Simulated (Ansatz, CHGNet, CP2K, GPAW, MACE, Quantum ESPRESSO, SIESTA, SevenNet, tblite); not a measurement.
# Quantum ESPRESSO on liquid methanol at 300 K (108 atoms): settings compared

How far do other settings of Quantum ESPRESSO move the forces in liquid methanol at 300 K (108 atoms)? One run of the same program serves as the yardstick.

Main program and level: Quantum ESPRESSO 7.5; the method is named at each step.

**1. The starting structure**

The cell holds 108 atoms: 18 C, 18 O and 72 H. Its edges and angles: a = 10.663 Å, b = 10.663 Å, c = 10.663 Å, α = 90.0°, β = 90.0°, γ = 90.0°. 18 methanol placed at random, at 0.79 g/cm³; overlaps pushed apart, then 10 ps at 450 K with MMFF94 bonds, angles, torsions, charges and radii (Halgren, J. Comput. Chem. 17, 490 (1996)) in harmonic and 12-6 forms. Snapshot after 20 ps at 300 K and fixed volume. Then every atom was moved at random, 0.02 Å r.m.s. a Cartesian component (hydrogen 0.6 of that).

The yardstick, on the same geometry:

```
method                                           : Kohn-Sham DFT, PBE, SSSP efficiency 1.3.0 pseudopotentials, plane waves (Quantum ESPRESSO 7.5); sssp-pbe-1.3.0-efficiency, cutoffs 60/480 Ry, Γ point
r.m.s. force component                           : 1.163 eV/Å
longest force                                    : 4.996 eV/Å
pressure                                         : 2.303 GPa
gap (highest filled to lowest empty level) : 4.192 eV
time                                             : 95 s on 2 MPI ranks of Arm Neoverse V2, shared host
CPU time                                         : 3.2 min
```

**2. PBE, sg15-1.2, 60/240 Ry**

Method: Kohn-Sham DFT, PBE, SG15 1.2 norm-conserving pseudopotentials, plane waves.

pw.in

```
&control
  calculation = 'scf'
  pseudo_dir = './pseudo'
  outdir = './tmp'
  disk_io = 'none'
  tprnfor = .true.
  tstress = .true.
/
&system
  ibrav = 0
  nat = 108
  ntyp = 3
  ecutwfc = 60
  ecutrho = 240
  nosym = .true.
  occupations = 'smearing'
  smearing = 'fd'
  degauss = 0.003675
/
&electrons
  conv_thr = 5.4e-07
  electron_maxstep = 100
  mixing_beta = 0.4
  mixing_mode = 'plain'
  diagonalization = 'david'
/
ATOMIC_SPECIES
C 12.011 C.upf
O 15.999 O.upf
H 1.008 H.upf
CELL_PARAMETERS angstrom
10.66280 0.00000 0.00000
0.00000 10.66280 0.00000
0.00000 0.00000 10.66280
ATOMIC_POSITIONS crystal
C 0.37112 0.14711 0.57603
O 0.36795 0.02490 0.62481
H 0.46717 0.17486 0.56835
H 0.31378 0.14273 0.49084
H 0.32042 0.20284 0.64599
H 0.38337 0.96401 0.55713
C 0.19325 0.71964 0.60556
O 0.17482 0.76650 0.47931
H 0.26761 0.65526 0.60922
H 0.22718 0.80365 0.65089
H 0.11316 0.68505 0.65119
H 0.25912 0.80321 0.45269
C 0.55610 0.42794 0.77475
O 0.46466 0.45396 0.68665
H 0.64939 0.44717 0.73264
H 0.54365 0.49549 0.85520
H 0.56515 0.32719 0.80546
H 0.39743 0.48177 0.73501
C 0.24211 0.13727 0.19974
O 0.36550 0.18047 0.19261
H 0.23784 0.08616 0.29359
H 0.18097 0.22582 0.20581
H 0.22637 0.07552 0.11713
H 0.41902 0.10832 0.17742
C 0.75379 0.82936 0.11320
O 0.78823 0.95284 0.15287
H 0.65693 0.82687 0.08909
H 0.80235 0.80603 0.02449
H 0.77762 0.76436 0.18916
H 0.75907 0.97211 0.24297
C 0.52120 0.81748 0.52314
O 0.41112 0.85004 0.45570
H 0.54407 0.71519 0.49574
H 0.59285 0.88509 0.49975
H 0.50724 0.81676 0.62487
H 0.44141 0.82638 0.36913
C 0.89440 0.21439 0.65966
O 0.82524 0.11099 0.67118
H 0.88085 0.25426 0.55823
H 0.84995 0.28324 0.72587
H 0.99534 0.20879 0.68704
H 0.85562 0.06281 0.74135
C 0.39040 0.71027 0.15638
O 0.47066 0.80040 0.20016
H 0.35509 0.73327 0.05964
H 0.44320 0.62404 0.15055
H 0.31373 0.69652 0.22601
H 0.50008 0.84477 0.12762
C 0.51514 0.47185 0.34581
O 0.58470 0.43850 0.45036
H 0.47278 0.56141 0.35781
H 0.58916 0.46933 0.26871
H 0.45203 0.39182 0.32928
H 0.52760 0.43926 0.51955
C 0.15367 0.01620 0.85293
O 0.27218 0.06662 0.85895
[... 48 atom lines left out ...]
H 0.01559 0.95079 0.26528
H 0.17169 0.87749 0.22931
H 0.03582 0.87358 0.13839
H 0.05661 0.75074 0.37154
K_POINTS gamma
```

The run is started by

```console
$ OMP_NUM_THREADS=1 mpirun -np 2 pw.x -in pw.in > output.txt
```

Output:

```text
Program PWSCF
     gamma-point specific algorithms are used
     Parallelization info
     sticks:   dense  smooth     PW     G-vecs:    dense   smooth      PW
     Min        3883    3883    967               256741   256741   32114
     Max        3886    3886    974               256742   256742   32115
     Sum        7769    7769   1941               513483   513483   64229
     bravais-lattice index     =            0
     lattice parameter (alat)  =      20.1498  a.u.
     unit-cell volume          =    8181.0753 (a.u.)^3
     number of atoms/cell      =          108
     number of atomic types    =            3
     number of electrons       =       252.00
     number of Kohn-Sham states=          151
     kinetic-energy cutoff     =      60.0000  Ry
     charge density cutoff     =     240.0000  Ry
     scf convergence threshold =      5.4E-07
     mixing beta               =       0.4000
     number of iterations used =            8  plain     mixing
     Exchange-correlation= PBE
                           (   1   4   3   4   0   0   0)
     crystal axes: (cart. coord. in units of alat)
               a(1) = (   1.000000   0.000000   0.000000 )
               a(2) = (   0.000000   1.000000   0.000000 )
               a(3) = (   0.000000   0.000000   1.000000 )
     reciprocal axes: (cart. coord. in units 2 pi/alat)
               b(1) = (  1.000000  0.000000  0.000000 )
               b(2) = (  0.000000  1.000000  0.000000 )
               b(3) = (  0.000000  0.000000  1.000000 )
     PseudoPot. # 1 for C :
     Pseudo is Norm-conserving, Zval =  4.0
     PseudoPot. # 2 for O :
     Pseudo is Norm-conserving, Zval =  6.0
     PseudoPot. # 3 for H :
     Pseudo is Norm-conserving, Zval =  1.0
     atomic species   valence    mass     pseudopotential
     C                 4.00    12.01100     C ( 1.00)
     O                 6.00    15.99900     O ( 1.00)
     H                 1.00     1.00800     H ( 1.00)
     No symmetry found
   Cartesian axes
     number of k points=     1  Fermi-Dirac smearing, width (Ry)=  0.0037
                       cart. coord. in units 2pi/alat
        k(    1) = (   0.0000000   0.0000000   0.0000000), wk =   2.0000000
     Dense  grid:   256742 G-vectors     FFT dimensions: ( 100, 100, 100)
     Initial potential from superposition of free atoms
     starting charge     251.7039, renormalised to     252.0000
     Starting wfcs are random
     Self-consistent Calculation
     iteration #  1     ecut=    60.00 Ry     beta= 0.40
     total energy              =    -863.80553253 Ry
     estimated scf accuracy    <       9.62053352 Ry
     iteration #  2     ecut=    60.00 Ry     beta= 0.40
     total energy              =    -864.40708425 Ry
     estimated scf accuracy    <       1.19859904 Ry
     iteration #  3     ecut=    60.00 Ry     beta= 0.40
     total energy              =    -864.51789853 Ry
     estimated scf accuracy    <       0.20702878 Ry
     iteration #  4     ecut=    60.00 Ry     beta= 0.40
     total energy              =    -864.53796920 Ry
     estimated scf accuracy    <       0.02946250 Ry
     iteration #  5     ecut=    60.00 Ry     beta= 0.40
     total energy              =    -864.54377422 Ry
     estimated scf accuracy    <       0.00095251 Ry
     iteration #  6     ecut=    60.00 Ry     beta= 0.40
     total energy              =    -864.54396473 Ry
     estimated scf accuracy    <       0.00038178 Ry
     iteration #  7     ecut=    60.00 Ry     beta= 0.40
     total energy              =    -864.54404042 Ry
     estimated scf accuracy    <       0.00003129 Ry
     iteration #  8     ecut=    60.00 Ry     beta= 0.40
     total energy              =    -864.54404584 Ry
     estimated scf accuracy    <       0.00000196 Ry
     iteration #  9     ecut=    60.00 Ry     beta= 0.40
     End of self-consistent calculation
          k = 0.0000 0.0000 0.0000 ( 32115 PWs)   bands (ev):
   -23.1960 -22.9508 -22.7063 -22.6726 -22.6145 -22.4693 -22.2255 -21.9303
   -21.8340 -21.7031 -21.6088 -21.4001 -21.3817 -21.3517 -21.0241 -20.8337
   -20.8244 -20.7692 -13.6687 -13.5686 -13.4030 -13.3514 -13.2553 -13.2468
   -13.1720 -13.1056 -13.0838 -13.0486 -12.9136 -12.9012 -12.8263 -12.8034
   -12.7080 -12.6361 -12.6267 -12.3522 -10.3002  -9.6828  -9.6231  -9.4552
    -9.4365  -9.2759  -9.0883  -9.0288  -8.9805  -8.9290  -8.7709  -8.6354
    -8.5945  -8.5498  -8.5219  -8.1969  -8.0936  -8.0620  -7.8554  -7.6734
    -7.5977  -7.5188  -7.4835  -7.4531  -7.4239  -7.3714  -7.3506  -7.2616
    -7.1620  -7.1276  -7.0908  -7.0186  -7.0068  -6.9721  -6.9229  -6.8787
    -6.8334  -6.8226  -6.7625  -6.7271  -6.6593  -6.5932  -6.5349  -6.4884
    -6.4320  -6.4135  -6.3648  -6.3264  -6.3085  -6.3041  -6.2452  -6.1895
    -6.0769  -5.8741  -5.5079  -5.0433  -4.9780  -4.9181  -4.8052  -4.7045
    -4.6291  -4.5724  -4.5114  -4.3371  -4.2293  -4.1711  -4.0030  -3.8983
    -3.7392  -3.6673  -3.6164  -3.6037  -3.2038  -3.1344  -3.0007  -2.8613
    -2.8192  -2.7905  -2.6629  -2.6022  -2.5203  -2.4633  -2.4152  -2.3913
    -2.3823  -2.2954  -2.1344  -2.0853  -2.0056  -1.7583   2.4410   2.9328
     3.1265   3.1993   3.3812   3.4456   3.6492   3.7230   3.8489   4.0518
     4.1355   4.2269   4.2770   4.2908   4.3645   4.5011   4.5982   4.6725
     4.7532   4.8793   4.9892   5.0829   5.1123   5.2164   5.3952
     the Fermi energy is     0.3469 ev
!    total energy              =    -864.54404640 Ry
     estimated scf accuracy    <       0.00000012 Ry
     smearing contrib. (-TS)   =       0.00000000 Ry
     internal energy E=F+TS    =    -864.54404640 Ry
     The total energy is F=E-TS. E is the sum of the following terms:
     one-electron contribution =    -988.95863720 Ry
     hartree contribution      =     565.81718980 Ry
     xc contribution           =    -241.59509435 Ry
     ewald contribution        =    -199.80750466 Ry
     convergence has been achieved in   9 iterations
     Forces acting on atoms (cartesian axes, Ry/au):
     atom    1 type  1   force =    -0.05545926   -0.01520257    0.00839684
     atom    2 type  2   force =     0.00252252   -0.04907615    0.03272513
     atom    3 type  3   force =     0.02789308    0.03152449   -0.02194949
     atom    4 type  3   force =     0.01609261    0.03069016   -0.01661081
     atom    5 type  3   force =     0.00806396    0.02219154   -0.00805405
     atom    6 type  3   force =    -0.01153938    0.01603197    0.00596235
     atom    7 type  1   force =     0.04044101    0.09816106   -0.04897747
     atom    8 type  2   force =     0.01557166   -0.01395045   -0.01549919
     atom    9 type  3   force =     0.04339471   -0.05824100   -0.00118904
     atom   10 type  3   force =     0.00125542    0.00964631    0.04600318
     atom   11 type  3   force =    -0.05958591   -0.01948625    0.00844439
     atom   12 type  3   force =    -0.05289887   -0.02860082    0.02812513
     atom   13 type  1   force =     0.07994468    0.00962567    0.03924152
     atom   14 type  2   force =     0.03661679   -0.02166355   -0.07489654
     atom   15 type  3   force =    -0.00692016    0.00497333    0.00617897
     atom   16 type  3   force =     0.01382468   -0.03476274   -0.00979480
     atom   17 type  3   force =    -0.02361011    0.02402156    0.00040569
     atom   18 type  3   force =    -0.09850977    0.01538074    0.03099088
     atom   19 type  1   force =    -0.01030236    0.01138403    0.05051656
     atom   20 type  2   force =     0.05523165    0.02914048   -0.00278447
     atom   21 type  3   force =    -0.03289017    0.00585059   -0.04190753
     atom   22 type  3   force =     0.01798098   -0.05588459   -0.01275223
     atom   23 type  3   force =    -0.02889647    0.01054808    0.02024732
     atom   24 type  3   force =     0.00128880    0.00667528   -0.01110019
[...]
atom  101 type  3   force =     0.03808887   -0.05506184    0.05052691
     atom  102 type  3   force =     0.04019742   -0.03759786   -0.00004105
     atom  103 type  1   force =    -0.00002097    0.04988032    0.03408994
     atom  104 type  2   force =     0.02595577   -0.02283598    0.04909233
     atom  105 type  3   force =     0.03203762   -0.00255547    0.02451944
     atom  106 type  3   force =    -0.03126452   -0.00960098    0.01678937
     atom  107 type  3   force =    -0.01280251   -0.02032799   -0.08506484
     atom  108 type  3   force =    -0.01372902    0.00348187   -0.04677507
     Total force =     0.802602     Total SCF correction =     0.000547
     Computing stress (Cartesian axis) and pressure
          total   stress  (Ry/bohr**3)                   (kbar)     P=      -24.97
  -0.00010304   0.00004186   0.00013753          -15.16        6.16       20.23
   0.00004186  -0.00017368  -0.00006672            6.16      -25.55       -9.82
   0.00013753  -0.00006672  -0.00023249           20.23       -9.82      -34.20
     Message from routine punch:
     Nothing written, as per user request (disk_io='none')
```

Elapsed: 62 s, on 2 MPI ranks of Arm Neoverse V2, shared host; peak memory 0.87 GiB; 2.1 min of CPU time.

Banners, paths, timers and routine set-up lines are dropped from the logs unmarked, and long logs keep their key lines alone; longer cuts are marked.

Against the reference:

```
r.m.s. force component                           : 1.146 eV/Å
r.m.s. difference of force components            : 49.74 meV/Å
longest difference of force vectors              : 227.2 meV/Å
force difference over r.m.s. force               : 4.278 %
slope of forces against the reference's          : 0.9852
correlation of force components                  : 0.9992
gap (highest filled to lowest empty level) : 4.199 eV
gap difference                                   : 0.0074 eV
pressure                                         : -2.497 GPa
pressure difference                              : -4.8 GPa
```

This is a coarse setting, run to see what it loses.

Length of the force difference by element (eV/Å):

| element | atoms | mean | most |
| --- | --- | --- | --- |
| C | 18 | 0.064 | 0.083 |
| H | 72 | 0.054 | 0.20 |
| O | 18 | 0.14 | 0.23 |

Levels nearest the highest filled one (eV from it): -0.90, -0.84, -0.76, -0.70, -0.66, -0.63, -0.62, -0.54, -0.38, -0.33, -0.25, 0.00, 4.20, 4.69, 4.88, 4.96, 5.14, 5.20, 5.41, 5.48, 5.61, 5.81, 5.89, 5.99.

Local excerpt of 9 atoms (numbers count through the whole input) about H3, picked at random; x, y, z are measured from there.

| atom | x | y | z | distance (Å) | bonds | Fx | Fy | Fz (eV/Å) |
| --- | --- | --- | --- | --- | --- | --- | --- | --- |
| H3 | 0.00 | 0.00 | 0.00 | 0.00 | 1 | 0.72 | 0.81 | -0.56 |
| C1 | -1.02 | -0.30 | 0.08 | 1.07 | 4 | -1.43 | -0.39 | 0.22 |
| H5 | -1.56 | 0.30 | 0.83 | 1.80 | 1 | 0.21 | 0.57 | -0.21 |
| H4 | -1.64 | -0.34 | -0.83 | 1.86 | 1 | 0.41 | 0.79 | -0.43 |
| O2 | -1.06 | -1.60 | 0.60 | 2.01 | 2 | 0.06 | -1.26 | 0.84 |
| H6 | -0.89 | -2.25 | -0.12 | 2.42 | 1 | -0.30 | 0.41 | 0.15 |
| H63 | 1.72 | -0.24 | -2.12 | 2.73 | 1 | -1.95 | 0.34 | -0.81 |
| H54 | 0.64 | 2.82 | -0.52 | 2.94 | 1 | -0.40 | -0.06 | 1.27 |
| H60 | -1.64 | -1.21 | 2.19 | 2.99 | 1 | -0.63 | -0.46 | 0.96 |

Forces lie 4.3 % from the reference's, at 0.65 times its CPU time.

**3. Summary of results**

| Property | Result |
| --- | --- |
| force difference from the reference | QE PBE, sg15-1.2, 60/240 Ry (coarse), 4.3 % |
| its CPU time | 2.1 min |

What this shows: Runs with settings chosen to be coarse differ by 4.3 % (QE PBE, sg15-1.2, 60/240 Ry), their programs' other errors included. PBE gaps agree with the reference's 4.19 eV within 0.008 eV. In pressure, QE PBE, sg15-1.2, 60/240 Ry misses by -4.8 GPa, at the same functional; a cutoff this low leaves a large Pulay stress. The reference's pressure holds the uncorrected Pulay stress of its 60 Ry basis, so small pressure differences, and their order, may be the reference's own error. The network of contacts between molecules at the start is that of the classical potential that made the cell, and needn't be the one that DFT or experiment would give. The reference's PBE has no dispersion term, which matters for the binding between molecules or layers. The electronic-structure runs sample only Γ, in a cell whose shortest periodic width is 11 Å.

[Also dropped from logs without a mark: logging warnings of Python, and SIESTA's first energy breakdown and zero terms.]

[Logs are printed without paths, hosts, clocks, repeated set-up lines and the standing remarks that a program may print on its own settings, such as how far it seeks lower states.]

[Hosts, paths, dates, database ids (printed as entryN), source tags and the programs' standing remarks are cut or masked in the printed files.]

[The MMFF94 radii named for the starting cell were scaled by 0.96; in molecules described by MMFF94, hydrogen bound to N, O or S took a small fixed 12-6 site in their place.]
